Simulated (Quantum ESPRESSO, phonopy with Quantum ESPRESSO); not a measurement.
# SiC (F-43m): phonons against volume, part 7 of 9

Aim: how the vibrations of SiC shift with volume, and the expansion that follows.

Quantum ESPRESSO 7.5; DFT LDA, scalar-relativistic, plane waves, GBRV ultrasoft pseudopotentials.

So far. Step 12 (Phonons, V/V0 1.015): The time given is that of the 2 pw.x runs on displaced cells behind this step. Step 13 (Self-consistent run, V/V0 0.985): The run ends at a pressure of 3.58 GPa.

## (14) Zone-centre response

In a polar crystal the Born charges and ε∞ give the long-range dipole term that a finite supercell misses. They are those of this k-mesh and were not tested on a denser one; where the gap is small they converge slowly, and the LO modes with them.

Contents of ph.in:

```
phonons
&inputph
   prefix = 'x'
   outdir = './tmp'
   fildyn = 'x.dyn'
   tr2_ph = 1.0d-18
   epsil = .true.
/
0.000000000 0.000000000 0.000000000
```

Contents of scf.in:

```
&control
   calculation = 'scf'
   prefix = 'x'
   outdir = './tmp'
   pseudo_dir = './pseudo'
   tprnfor = .true.
   tstress = .true.
/
&system
   ibrav = 0
   nat = 2
   ntyp = 2
   ecutwfc = 34.0
   ecutrho = 204.0
   occupations = 'fixed'
   nbnd = 6
/
&electrons
   conv_thr = 1.0d-12
   mixing_beta = 0.7
   electron_maxstep = 100
/
ATOMIC_SPECIES
 Si     28.0850  Si.upf
 C      12.0110  C.upf
CELL_PARAMETERS angstrom
     0.000000000    2.153351246    2.153351246
     2.153351246    0.000000000    2.153351246
     2.153351246    2.153351246    0.000000000
ATOMIC_POSITIONS crystal
 Si     0.000000000   0.000000000   0.000000000
 C      0.250000000   0.250000000   0.250000000
K_POINTS automatic
 12 12 12 0 0 0
```

Started as:

```bash
$ OMP_NUM_THREADS=1 mpirun -n 8 ph.x -nk 8 -in ph.in > ph.out
```

Output:

```text
[banner, memory and clock lines left out]
Program PHONON v.7.5

     ./tmp/x.save/

     IMPORTANT: XC functional enforced from input :
     Exchange-correlation= PZ
                           (   1   1   0   0   0   0   0)
     Any further DFT definition will be discarded
     Please, verify this is what you really want

     G-vector sticks info

     Reading collected, re-writing distributed wavefunctions in ./tmp/

     Number and degeneracy of irreps per q-point
       N         xq(1)         xq(2)         xq(3)   N irreps
[...]
freq (    1) =      -0.213730 [THz] =      -7.129256 [cm-1]
     freq (    2) =      -0.213730 [THz] =      -7.129256 [cm-1]
     freq (    3) =      -0.213730 [THz] =      -7.129256 [cm-1]
     freq (    4) =      24.353853 [THz] =     812.357109 [cm-1]
     freq (    5) =      24.353853 [THz] =     812.357109 [cm-1]
     freq (    6) =      24.353853 [THz] =     812.357109 [cm-1]
 **************************************************************************

     Mode symmetry, T_d (-43m)  point group:

     freq (   1-   3) =         -7.1  [cm-1]   --> T_2  G_15 P_4   I+R
     freq (   4-   6) =        812.4  [cm-1]   --> T_2  G_15 P_4   I+R
```

It took 12 s on 8 MPI ranks of Arm Neoverse V1, shared host; 95 s of CPU time.

The Born charges sum to zero within 0.0055 e; the rest is removed before use. Acoustic frequencies in this log differ from zero by the error of the sum rule, which ph.x does not impose.

## (15) Forces on a displaced cell

One atom (for the harmonic constants) or a pair of atoms (for the cubic ones) is moved by a few hundredths of an ångström; the forces on all atoms give a column of force constants. The threshold is tight because the forces are small.

System of this step: SiC. The cell holds 54 atoms: 27 Si and 27 C. Cell: a = 9.136 Å, b = 9.136 Å, c = 9.136 Å, α = 60.0°, β = 60.0°, γ = 60.0°. It derives from SiC, repeated 3×3×3.

Contents of disp-00001.in:

```
&control
   calculation = 'scf'
   prefix = 'x'
   outdir = './tmp'
   pseudo_dir = './pseudo'
   tprnfor = .true.
   disk_io = 'none'
/
&system
   ibrav = 0
   nat = 54
   ntyp = 2
   ecutwfc = 34.0
   ecutrho = 204.0
   occupations = 'fixed'
   nbnd = 110
/
&electrons
   conv_thr = 1.0d-11
   mixing_beta = 0.7
   electron_maxstep = 100
/
ATOMIC_SPECIES
 Si     28.0850  Si.upf
 C      12.0110  C.upf
CELL_PARAMETERS angstrom
     0.000000000    6.460053739    6.460053739
     6.460053739    0.000000000    6.460053739
     6.460053739    6.460053739    0.000000000
ATOMIC_POSITIONS crystal
 Si     0.002189167   0.000000000   0.000000000
 Si     0.333333333   0.000000000   0.000000000
 Si     0.666666667   0.000000000   0.000000000
 Si     0.000000000   0.333333333   0.000000000
 Si     0.333333333   0.333333333   0.000000000
 Si     0.666666667   0.333333333   0.000000000
 Si     0.000000000   0.666666667   0.000000000
 Si     0.333333333   0.666666667   0.000000000
 Si     0.666666667   0.666666667   0.000000000
 Si     0.000000000   0.000000000   0.333333333
 Si     0.333333333   0.000000000   0.333333333
 Si     0.666666667   0.000000000   0.333333333
 Si     0.000000000   0.333333333   0.333333333
 Si     0.333333333   0.333333333   0.333333333
 Si     0.666666667   0.333333333   0.333333333
 Si     0.000000000   0.666666667   0.333333333
 Si     0.333333333   0.666666667   0.333333333
 Si     0.666666667   0.666666667   0.333333333
 Si     0.000000000   0.000000000   0.666666667
 Si     0.333333333   0.000000000   0.666666667
 Si     0.666666667   0.000000000   0.666666667
 Si     0.000000000   0.333333333   0.666666667
 Si     0.333333333   0.333333333   0.666666667
 Si     0.666666667   0.333333333   0.666666667
 Si     0.000000000   0.666666667   0.666666667
 Si     0.333333333   0.666666667   0.666666667
 Si     0.666666667   0.666666667   0.666666667
 C      0.083333333   0.083333333   0.083333333
 C      0.416666667   0.083333333   0.083333333
 C      0.750000000   0.083333333   0.083333333
 C      0.083333333   0.416666667   0.083333333
 C      0.416666667   0.416666667   0.083333333
 C      0.750000000   0.416666667   0.083333333
 C      0.083333333   0.750000000   0.083333333
 C      0.416666667   0.750000000   0.083333333
 C      0.750000000   0.750000000   0.083333333
 C      0.083333333   0.083333333   0.416666667
 C      0.416666667   0.083333333   0.416666667
 C      0.750000000   0.083333333   0.416666667
 C      0.083333333   0.416666667   0.416666667
 C      0.416666667   0.416666667   0.416666667
 C      0.750000000   0.416666667   0.416666667
 C      0.083333333   0.750000000   0.416666667
 C      0.416666667   0.750000000   0.416666667
 C      0.750000000   0.750000000   0.416666667
 C      0.083333333   0.083333333   0.750000000
 C      0.416666667   0.083333333   0.750000000
 C      0.750000000   0.083333333   0.750000000
 C      0.083333333   0.416666667   0.750000000
 C      0.416666667   0.416666667   0.750000000
 C      0.750000000   0.416666667   0.750000000
 C      0.083333333   0.750000000   0.750000000
 C      0.416666667   0.750000000   0.750000000
 C      0.750000000   0.750000000   0.750000000
K_POINTS automatic
 3 3 3 0 0 0
```

Started as:

```bash
$ OMP_NUM_THREADS=1 mpirun -n 4 pw.x -nk 4 -in disp-00001.in > disp-00001.out
```

Output:

```text
[banner, memory and clock lines left out]
Program PWSCF v.7.5

     Message from routine setup:
     using ibrav=0 with symmetry is DISCOURAGED, use correct ibrav instead

     G-vector sticks info

     bravais-lattice index     =            0
     lattice parameter (alat)  =      17.2643  a.u.
     unit-cell volume          =    3638.6056 (a.u.)^3
     number of atoms/cell      =           54
     number of atomic types    =            2
     number of electrons       =       216.00
[...]
atom    1 type  1   force =    -0.00051063   -0.01482781   -0.01482781
     atom    2 type  1   force =    -0.00027177    0.00154054    0.00154054
     atom    3 type  1   force =     0.00027787    0.00151088    0.00151088
[...]
atom   53 type  2   force =     0.00015093    0.00000901    0.00000901
     atom   54 type  2   force =     0.00000078   -0.00003416   -0.00003416

     Total force =     0.024080     Total SCF correction =     0.000002
     Message from routine punch:
     Nothing written, as per user request (disk_io='none')
[key lines of the parts left out:]
!    total energy              =    -572.38806709 Ry
convergence has been achieved in  15 iterations
```

Run time: 6.9 min. Hardware: 4 MPI ranks.

## (16) Phonons, V/V0 0.985

This step: DFT LDA, scalar-relativistic, plane waves, GBRV ultrasoft pseudopotentials (phonopy with Quantum ESPRESSO 4.10.0 / 7.5).

It took 7 min on 8 threads.

Phonopy, LO-TO term from ph.x's tensors. Phonon branches along the path, in cm⁻¹:

```csv
point,branch 1,branch 2,branch 3,branch 4,branch 5,branch 6
Γ,0,0,0,813,813,990
halfway,270,270,408,797,797,938
X,372,372,633,789,789,868
halfway,368,398,616,786,788,870
U,354,450,576,781,781,876
jump to K,354,450,576,781,781,876
halfway,214,318,433,794,810,914
Γ,0,0,0,813,813,990
halfway,189,189,415,800,800,938
L,267,267,619,788,788,864
halfway,323,395,576,785,785,872
W,402,441,559,771,795,872
halfway,387,400,602,780,792,870
X,372,372,633,789,789,868
```

The phonon branches as a text plot (rows in cm⁻¹):

```
    969 |*****                     *********
    928 |     ****              ***         ***
    887 |         **************               **    ************
    846 |                                        ****
    804 |****************   *************************************
    763 |                *****                         ********
    722 |
    681 |
    639 |            **                          *             **
    598 |          **  ***                      * ****       **
    557 |         *       **                   *      *******
    516 |                   **
    474 |       **         *  **             **
    433 |                ** **  *           *          ******
    392 |     **     ****     **                      *  ********
    351 |         *** ******     **                  * **
    309 |    *  **          **  *          *        ***
    268 |     **              **                *****
    227 |  ***                  *****    **  ***
    186 |                          **       *
    144 |  **                    **  *     *
    103 | *                        ***  ***
     62 | *                          *  *
     21 |*                            **
         Γ           X  U|K            Γ         L        W     X
```

No mode is imaginary beyond numerical noise along the path. The highest zone-centre mode (no LO–TO term) moved by +1.7 % for a volume change of -1.5 %.

The time given is that of the 2 pw.x runs on displaced cells behind this step.

## (17) Ground state at this cell, V/V0 1.03

A tight ground state at this cell gives the energy of this member; its pressure is the stress at this cutoff, which can carry an offset from the finite basis.

This step: DFT LDA, scalar-relativistic, plane waves, GBRV ultrasoft pseudopotentials (Quantum ESPRESSO 7.5).

System of this step: SiC. The structure is cubic, space group F-43m (No. 216). Conventional cell: a = 4.371 Å, b = 4.371 Å, c = 4.371 Å, α = 90.00°, β = 90.00°, γ = 90.00°. Si has 4 C at 1.89 Å nearest. Nearest to C lie 4 Si at 1.89 Å. Farther neighbours are not listed.

Edit scf.in of step 14 so:

```diff
@@ -26,5 +26,5 @@
 CELL_PARAMETERS angstrom
-     0.000000000    2.153351246    2.153351246
-     2.153351246    0.000000000    2.153351246
-     2.153351246    2.153351246    0.000000000
+     0.000000000    2.185656325    2.185656325
+     2.185656325    0.000000000    2.185656325
+     2.185656325    2.185656325    0.000000000
 ATOMIC_POSITIONS crystal
```

Started as:

```bash
$ OMP_NUM_THREADS=1 mpirun -n 8 pw.x -nk 8 -in scf.in > scf.out
```

Output:

```text
[banner, memory and clock lines left out]
Program PWSCF v.7.5

     Message from routine setup:
     using ibrav=0 with symmetry is DISCOURAGED, use correct ibrav instead

     G-vector sticks info

     bravais-lattice index     =            0
     lattice parameter (alat)  =       5.8411  a.u.
     unit-cell volume          =     140.9199 (a.u.)^3
     number of atoms/cell      =            2
     number of atomic types    =            2
     number of electrons       =         8.00
[...]
atom    2 type  2   force =    -0.00000000    0.00000000   -0.00000000

     Total force =     0.000000     Total SCF correction =     0.000000

     Computing stress (Cartesian axis) and pressure

          total   stress  (Ry/bohr**3)                   (kbar)     P=      -63.79
[...]
-0.00000000  -0.00043366   0.00000000           -0.00      -63.79        0.00
   0.00000000   0.00000000  -0.00043366            0.00        0.00      -63.79

     XML data file, charge density, pseudopotentials, collected wavefunctions
[key lines of the parts left out:]
!    total energy              =     -21.19899877 Ry
convergence has been achieved in  13 iterations
```

Run time: 1.8 s. Hardware: 8 MPI ranks; 14 s of CPU time.

The run ends at a pressure of -6.38 GPa.

## (18) Born charges and dielectric tensor

In a polar crystal the Born charges and ε∞ give the long-range dipole term that a finite supercell misses. They are those of this k-mesh and were not tested on a denser one; where the gap is small they converge slowly, and the LO modes with them.

ph.in is that of step 14.

scf.in is that of step 17.

Started as:

```bash
$ OMP_NUM_THREADS=1 mpirun -n 8 ph.x -nk 8 -in ph.in > ph.out
```

Output:

```text
[banner, memory and clock lines left out]
Program PHONON v.7.5

     ./tmp/x.save/

     IMPORTANT: XC functional enforced from input :
     Exchange-correlation= PZ
                           (   1   1   0   0   0   0   0)
     Any further DFT definition will be discarded
     Please, verify this is what you really want

     G-vector sticks info

     Reading collected, re-writing distributed wavefunctions in ./tmp/

     Number and degeneracy of irreps per q-point
       N         xq(1)         xq(2)         xq(3)   N irreps
[...]
freq (    1) =      -0.258042 [THz] =      -8.607355 [cm-1]
     freq (    2) =      -0.258042 [THz] =      -8.607355 [cm-1]
     freq (    3) =      -0.258042 [THz] =      -8.607355 [cm-1]
     freq (    4) =      23.154285 [THz] =     772.343805 [cm-1]
     freq (    5) =      23.154285 [THz] =     772.343805 [cm-1]
     freq (    6) =      23.154285 [THz] =     772.343805 [cm-1]
 **************************************************************************

     Mode symmetry, T_d (-43m)  point group:

     freq (   1-   3) =         -8.6  [cm-1]   --> T_2  G_15 P_4   I+R
     freq (   4-   6) =        772.3  [cm-1]   --> T_2  G_15 P_4   I+R
```

Run time: 12 s. Hardware: 8 MPI ranks.

The Born charges sum to zero within 0.0052 e; the rest is removed before use. Acoustic frequencies in this log differ from zero by the error of the sum rule, which ph.x does not impose.

## (19) Forces on a displaced cell

One atom (for the harmonic constants) or a pair of atoms (for the cubic ones) is moved by a few hundredths of an ångström; the forces on all atoms give a column of force constants. The threshold is tight because the forces are small.

System of this step: SiC. The cell holds 54 atoms: 27 Si and 27 C. Its edges and angles: a = 9.273 Å, b = 9.273 Å, c = 9.273 Å, α = 60.0°, β = 60.0°, γ = 60.0°. It derives from SiC, repeated 3×3×3.

Edit disp-00001.in of step 15 so:

```diff
@@ -26,7 +26,7 @@
 CELL_PARAMETERS angstrom
-     0.000000000    6.460053739    6.460053739
-     6.460053739    0.000000000    6.460053739
-     6.460053739    6.460053739    0.000000000
+     0.000000000    6.556968976    6.556968976
+     6.556968976    0.000000000    6.556968976
+     6.556968976    6.556968976    0.000000000
 ATOMIC_POSITIONS crystal
- Si     0.002189167   0.000000000   0.000000000
+ Si     0.002156810   0.000000000   0.000000000
  Si     0.333333333   0.000000000   0.000000000
```

Started as:

```bash
$ OMP_NUM_THREADS=1 mpirun -n 4 pw.x -nk 4 -in disp-00001.in > disp-00001.out
```

Output:

```text
[banner, memory and clock lines left out]
Program PWSCF v.7.5

     Message from routine setup:
     using ibrav=0 with symmetry is DISCOURAGED, use correct ibrav instead

     G-vector sticks info

     bravais-lattice index     =            0
     lattice parameter (alat)  =      17.5233  a.u.
     unit-cell volume          =    3804.8364 (a.u.)^3
     number of atoms/cell      =           54
     number of atomic types    =            2
     number of electrons       =       216.00
[...]
atom    1 type  1   force =    -0.00044551   -0.01349482   -0.01349482
     atom    2 type  1   force =    -0.00026451    0.00145095    0.00145095
     atom    3 type  1   force =     0.00027025    0.00142294    0.00142294
[...]
atom   53 type  2   force =     0.00014154    0.00000852    0.00000852
     atom   54 type  2   force =     0.00000072   -0.00003293   -0.00003293

     Total force =     0.021771     Total SCF correction =     0.000003
     Message from routine punch:
     Nothing written, as per user request (disk_io='none')
[key lines of the parts left out:]
!    total energy              =    -572.37187595 Ry
convergence has been achieved in  15 iterations
```

It took 7.1 min on 4 MPI ranks; 28 min of CPU time.

## (20) Phonons, V/V0 1.03

This step: DFT LDA, scalar-relativistic, plane waves, GBRV ultrasoft pseudopotentials (phonopy with Quantum ESPRESSO 4.10.0 / 7.5).

It took 7.6 min on 8 threads.

Phonopy, LO-TO term from ph.x's tensors. The phonon branches at the labelled points (cm⁻¹):

| point | branch 1 | branch 2 | branch 3 | branch 4 | branch 5 | branch 6 |
| --- | --- | --- | --- | --- | --- | --- |
| Γ | 0 | 0 | 0 | 773 | 773 | 944 |
| halfway | 267 | 267 | 391 | 753 | 753 | 894 |
| X | 368 | 368 | 610 | 740 | 740 | 824 |
| halfway | 364 | 391 | 594 | 738 | 740 | 825 |
| U | 352 | 439 | 553 | 733 | 737 | 829 |
| jump to K | 352 | 439 | 553 | 733 | 737 | 829 |
| halfway | 216 | 308 | 416 | 750 | 766 | 870 |
| Γ | 0 | 0 | 0 | 773 | 773 | 944 |
| halfway | 189 | 189 | 396 | 758 | 758 | 894 |
| L | 268 | 268 | 593 | 743 | 743 | 821 |
| halfway | 321 | 387 | 552 | 738 | 742 | 826 |
| W | 391 | 437 | 536 | 728 | 745 | 825 |
| halfway | 379 | 396 | 580 | 734 | 743 | 825 |
| X | 368 | 368 | 610 | 740 | 740 | 824 |

The phonon branches as a text plot (rows in cm⁻¹):

```
    924 |*****                     *********
    885 |     ****              ***         ***
    845 |         ***    *******               **     ****
    806 |            ****                        *****    *******
    767 |*******            ********************
    727 |       ****************                *****************
    688 |
    649 |
    609 |          *****                         *            ***
    570 |               ***                     * *****     **
    531 |         *        *                   *       *****
    492 |       **          **               **
    452 |                 **  **                        ****
    413 |               **  **  *           *          *    **
    374 |     **   *******    **                      * *********
    334 |         *       **     **                  ***
    295 |    *  **          **  *          *      ****
    256 |     **              ** ****          *****
    216 |  ***                  *        **  **
    177 |                        ****       *
    138 |  **                        *     *
     98 | *                        ***  ***
     59 | *                          *  *
     20 |*                            **
         Γ           X  U|K            Γ         L        W     X
```

No mode is imaginary beyond numerical noise along the path. The highest zone-centre mode (no LO–TO term) moved by -3.3 % for a volume change of +3.0 %.

The time given is that of the 2 pw.x runs on displaced cells behind this step.

## (21) Self-consistent run, V/V0 0.97

A tight ground state at this cell gives the energy of this member; its pressure is the stress at this cutoff, which can carry an offset from the finite basis.

This step: DFT LDA, scalar-relativistic, plane waves, GBRV ultrasoft pseudopotentials (Quantum ESPRESSO 7.5).

System of this step: SiC. Symmetry: F-43m, No. 216, cubic system. Conventional cell: a = 4.285 Å, b = 4.285 Å, c = 4.285 Å, α = 90.00°, β = 90.00°, γ = 90.00°. Si has 4 C at 1.86 Å nearest. Nearest to C lie 4 Si at 1.86 Å. Farther neighbours are not listed.

Edit scf.in of step 18 so:

```diff
@@ -26,5 +26,5 @@
 CELL_PARAMETERS angstrom
-     0.000000000    2.185656325    2.185656325
-     2.185656325    0.000000000    2.185656325
-     2.185656325    2.185656325    0.000000000
+     0.000000000    2.142364569    2.142364569
+     2.142364569    0.000000000    2.142364569
+     2.142364569    2.142364569    0.000000000
 ATOMIC_POSITIONS crystal
```

Started as:

```bash
$ OMP_NUM_THREADS=1 mpirun -n 8 pw.x -nk 8 -in scf.in > scf.out
```

Output:

```text
[banner, memory and clock lines left out]
Program PWSCF v.7.5

     Message from routine setup:
     using ibrav=0 with symmetry is DISCOURAGED, use correct ibrav instead

     G-vector sticks info

     bravais-lattice index     =            0
     lattice parameter (alat)  =       5.7254  a.u.
     unit-cell volume          =     132.7109 (a.u.)^3
     number of atoms/cell      =            2
     number of atomic types    =            2
     number of electrons       =         8.00
[...]
atom    2 type  2   force =     0.00000000   -0.00000000    0.00000000

     Total force =     0.000000     Total SCF correction =     0.000000

     Computing stress (Cartesian axis) and pressure

          total   stress  (Ry/bohr**3)                   (kbar)     P=       74.21
[...]
0.00000000   0.00050448  -0.00000000            0.00       74.21       -0.00
   0.00000000  -0.00000000   0.00050448            0.00       -0.00       74.21

     XML data file, charge density, pseudopotentials, collected wavefunctions
[key lines of the parts left out:]
!    total energy              =     -21.19881659 Ry
convergence has been achieved in  12 iterations
```

It took 1.7 s on 8 MPI ranks.

The run ends at a pressure of 7.42 GPa.

(Continued in part 8 of 9.)

[Logs are printed without paths, hosts, clocks, repeated set-up lines and the standing remarks that a program may print on its own settings, such as how far it seeks lower states.]

[Hosts, paths, dates, database ids (printed as entryN), source tags and the programs' standing remarks are cut or masked in the printed files.]

[A step with changed settings may run another functional than the one named; its input shows which.]

[Of the runs on displaced cells, only some may be shown.]
